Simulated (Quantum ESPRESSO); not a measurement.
# Fe: which magnetic order is lowest, part 2 of 2

A self-consistent run ends on one state, which hangs on the start. Several orders of Fe are started in Quantum ESPRESSO and their energies compared.

Quantum ESPRESSO 7.5; PBE; plane waves with GBRV 1.5 PBE potentials, no spin-orbit coupling.

So far, absolute magnetization (μB): step 2 (run 1 (ferro +)) 2.42.

The database entry behind the starting cell differs from later determinations by our own check (about 0.2 % short), so it need not match the best structure at ambient conditions.

### Step 4. Start 3: antiferro q=(0,0,1/2) +−

This order needs a doubled cell of 2 atoms.

Contents of pw.in:

```
&CONTROL
  calculation = 'scf'
  prefix = 'pwscf'
  outdir = './tmp'
  pseudo_dir = './pseudo'
  disk_io = 'nowf'
/
&SYSTEM
  ibrav = 0
  celldm(1) = 8
  nat = 2
  ntyp = 2
  ecutwfc = 40
  ecutrho = 280
  nbnd = 23
  occupations = 'smearing'
  smearing = 'fd'
  degauss = 0.00367493
  nspin = 2
  starting_magnetization(1) = 0.175
  starting_magnetization(2) = -0.175
/
&ELECTRONS
  conv_thr = 4d-09
  electron_maxstep = 150
  mixing_beta = 0.3
/
ATOMIC_SPECIES
Fe1    55.8450 fe_pbe_v1.5.uspp.F.UPF
Fe2    55.8450 fe_pbe_v1.5.uspp.F.UPF
CELL_PARAMETERS alat
  -0.3378452365606    0.3378452365606    0.3378452365606
   0.3378452365606   -0.3378452365606    0.3378452365606
   0.6756904731212    0.6756904731212   -0.6756904731212
ATOMIC_POSITIONS crystal
Fe1     0.0000000000    0.0000000000    0.0000000000
Fe2     0.0000000000    0.0000000000    0.5000000000
K_POINTS automatic
16 16 8 0 0 0
```

The run is started by

```sh
$ OMP_NUM_THREADS=1 mpirun -n 4 pw.x -nk 4 -in pw.in > pw.out
```

The program printed:

```text
     [... lines left out ...]
Program PWSCF v.7.5 starts
     [... lines left out ...]
     number of atoms/cell      =            2
     [... lines left out ...]
     number of electrons       =        32.00
     number of Kohn-Sham states=           23
     kinetic-energy cutoff     =      40.0000  Ry
     charge density cutoff     =     280.0000  Ry
     scf convergence threshold =      4.0E-09
     [... lines left out ...]
      8 Sym. Ops., with inversion, found
     [... lines left out ...]
     number of k points=   333  Fermi-Dirac smearing, width (Ry)=  0.0037
     [... lines left out ...]
     iteration # 15     ecut=    40.00 Ry     beta= 0.30
     [... lines left out ...]
     Magnetic moment per site  (integrated on atomic sphere of radius R)
     atom   1 (R=0.241)  charge= 14.4042  magn=  2.1543
     atom   2 (R=0.241)  charge= 14.4043  magn= -2.1544
     [... lines left out ...]
     the Fermi energy is    17.8995 ev
!    total energy              =    -500.65993156 Ry
     estimated scf accuracy    <          4.5E-10 Ry
     smearing contrib. (-TS)   =      -0.00194654 Ry
     [... lines left out ...]
     total magnetization       =    -0.00 Bohr mag/cell
     absolute magnetization    =     4.45 Bohr mag/cell
     convergence has been achieved in  15 iterations
```

Run time: 26 s. Hardware: 4 MPI ranks of Intel Xeon 6975P-C (Granite Rapids), shared host; peak memory 0.44 GiB; 1.7 min of CPU time.

Spin moment in the atom's sphere by atom:

```
atom  spin moment in the atom's sphere (μB)
 Fe1                                   2.15
 Fe2                                  -2.15
```

Numbers from this step:

```yaml
smearing_term_ts: 0.02648 eV
magnetization: 0 μB
absolute_magnetization: 4.451 μB
final_state: antiferromagnetic
```

### Step 5. Run 4, typed as no spin polarisation

Contents of pw.in:

```
&CONTROL
  calculation = 'scf'
  prefix = 'pwscf'
  outdir = './tmp'
  pseudo_dir = './pseudo'
  disk_io = 'nowf'
/
&SYSTEM
  ibrav = 0
  celldm(1) = 8
  nat = 1
  ntyp = 1
  ecutwfc = 40
  ecutrho = 280
  nbnd = 14
  occupations = 'smearing'
  smearing = 'fd'
  degauss = 0.00367493
/
&ELECTRONS
  conv_thr = 2d-09
  electron_maxstep = 150
  mixing_beta = 0.3
/
ATOMIC_SPECIES
Fe     55.8450 fe_pbe_v1.5.uspp.F.UPF
CELL_PARAMETERS alat
  -0.3378452365606    0.3378452365606    0.3378452365606
   0.3378452365606   -0.3378452365606    0.3378452365606
   0.3378452365606    0.3378452365606   -0.3378452365606
ATOMIC_POSITIONS crystal
Fe      0.0000000000    0.0000000000    0.0000000000
K_POINTS automatic
16 16 16 0 0 0
```

The program printed:

```text
     [... lines left out ...]
Program PWSCF v.7.5 starts
     [... lines left out ...]
     number of atoms/cell      =            1
     [... lines left out ...]
     number of electrons       =        16.00
     number of Kohn-Sham states=           14
     kinetic-energy cutoff     =      40.0000  Ry
     charge density cutoff     =     280.0000  Ry
     scf convergence threshold =      2.0E-09
     [... lines left out ...]
     48 Sym. Ops., with inversion, found
     [... lines left out ...]
     number of k points=   145  Fermi-Dirac smearing, width (Ry)=  0.0037
     [... lines left out ...]
     iteration #  7     ecut=    40.00 Ry     beta= 0.30
     [... lines left out ...]
     the Fermi energy is    17.6437 ev
!    total energy              =    -250.30365767 Ry
     estimated scf accuracy    <          1.5E-09 Ry
     smearing contrib. (-TS)   =      -0.00237996 Ry
     [... lines left out ...]
     convergence has been achieved in   7 iterations
```

Run time: 2 s. Hardware: 4 MPI ranks; peak memory 0.05 GiB.

Numbers from this step:

- smearing term TS: 0.03238 eV
- final state: non-magnetic (no spin polarisation)

### Step 6. A faulty input

One input was spoiled on purpose, to see how the program answers.

Contents of pw.in:

```
&CONTROL
  calculation = 'scf'
  prefix = 'pwscf'
  outdir = './tmp'
  pseudo_dir = './pseudo'
  disk_io = 'nowf'
/
&SYSTEM
  ibrav = 0
  nat = 1
  ntyp = 1
  ecutwfc = 40
  ecutrho = 280
  nbnd = 15
  occupations = 'smearing'
  smearing = 'fd'
  degauss = 0.00367493
  nspin = 2
  starting_magnetization(1) = 0.175
/
&ELECTRONS
  conv_thr = 2d-09
  electron_maxstep = 50
  mixing_beta = 0.003
  mixing_ndim = 1
/
ATOMIC_SPECIES
Fe     55.8450 fe_pbe_v1.5.uspp.F.UPF
CELL_PARAMETERS angstrom
  -1.4302400000    1.4302400000    1.4302400000
   1.4302400000   -1.4302400000    1.4302400000
   1.4302400000    1.4302400000   -1.4302400000
ATOMIC_POSITIONS crystal
Fe      0.0000000000    0.0000000000    0.0000000000
K_POINTS automatic
16 16 16 0 0 0
```

The program printed:

```text
     [... lines left out ...]
Program PWSCF v.7.5 starts
     [... lines left out ...]
     number of atoms/cell      =            1
     [... lines left out ...]
     number of electrons       =        16.00
     number of Kohn-Sham states=           15
     kinetic-energy cutoff     =      40.0000  Ry
     charge density cutoff     =     280.0000  Ry
     scf convergence threshold =      2.0E-09
     [... lines left out ...]
     48 Sym. Ops., with inversion, found
     [... lines left out ...]
     number of k points=   145  Fermi-Dirac smearing, width (Ry)=  0.0037
     [... lines left out ...]
     iteration # 50     ecut=    40.00 Ry     beta= 0.00
     [... lines left out ...]
     estimated scf accuracy    <       0.00107120 Ry
     total magnetization       =     2.28 Bohr mag/cell
     absolute magnetization    =     2.44 Bohr mag/cell
     [... lines left out ...]
     convergence NOT achieved after  50 iterations: stopping
[key lines of the parts left out:]
total energy              =    -250.34661646 Ry
```

The job ended after 10 s (4 MPI ranks; peak memory 0.25 GiB).

Residual by cycle:

cycle, log10 residual and a bar from the least value:
```
        1        1.5 ##############################
        5       -1.1 #######
       10       -1.2 #####
       14       -1.3 #####
       19       -1.4 ####
       23       -1.5 ###
       28       -1.5 ###
       32       -1.6 ##
       37       -1.7 #
       41       -1.7 #
       46       -1.8 #
       50       -1.8
```

No converged result was reached; the numbers in the log don't describe the system.

After 50 cycles the residual stands at 0.015, against 0.032 at cycle 26 and a least value of 0.015. The cap of 50 cycles in the input ended the loop.

The fault put into the input: mixing far too weak.

### Step 7. Energies of the orders

An order is kept where moments of 0.15 μB or more survive with the typed signs; meshes match where a doubled cell samples the same k points as the first cell.

Orders:

```csv
start,final state,typed order kept,energy over the lowest (meV a seeded atom),largest site moment (μB),net moment (μB a cell of the first run),mesh matched,CPU time (s)
ferro +,ferromagnetic,yes,0,2.342,2.286,yes,13.66
"antiferro q=(1/2,1/2,1/2) +-",antiferromagnetic,yes,474.3,1.803,0.001093,yes,54.82
"antiferro q=(0,0,1/2) +-",antiferromagnetic,yes,227.8,2.154,0,yes,104.3
no spin polarisation,non-magnetic,-,585.8,0,0,yes,7.13
```

### Step 8. Energy mapping

E = −Σ J e·e over ordered pairs of unit vectors, so each pair counts twice. As many shells are taken as there are differences of energy, so the couplings are solved for and no residual tests the model; further shells are folded in, and shells whose pairs keep their relative signs in all orders cancel and are not probed. Couplings from the energies:

```
 pair  distance (Å)  neighbours an atom  J (meV)
Fe-Fe         2.477                   8    29.64
Fe-Fe          2.86                   6   -1.163
```

### Step 9. What came out

```
lowest state found                                                     : ferromagnetic (from ferro +)
largest site moment                                                    : 2.34 μB
next state with moments                                                : antiferromagnetic, 228 meV a seeded atom higher
state without moments                                                  : 586 meV a seeded atom higher
J of the weightiest shell (Fe-Fe, 2.48 Å; E = −Σ J e·e, ordered pairs) : 29.6 meV
```

In words: The largest moment changes by 23 % between the kept orders, so a model of rigid spins is rough here. This is the lowest of 4 collinear or spinless starts, no proof of the ground state.

[Logs and program files are shortened in this print: banners, set-up blocks, solver, clock and traceback lines can be left out without a mark of their own.]

[Logs are printed without paths, hosts, clocks, repeated set-up lines and the standing remarks that a program may print on its own settings, such as how far it seeks lower states.]

[Hosts, paths, dates, database ids (printed as entryN), source tags and the programs' standing remarks are cut or masked in the printed files.]

[Where a cell is said to come from a database of computed structures, the database is the Materials Project.]
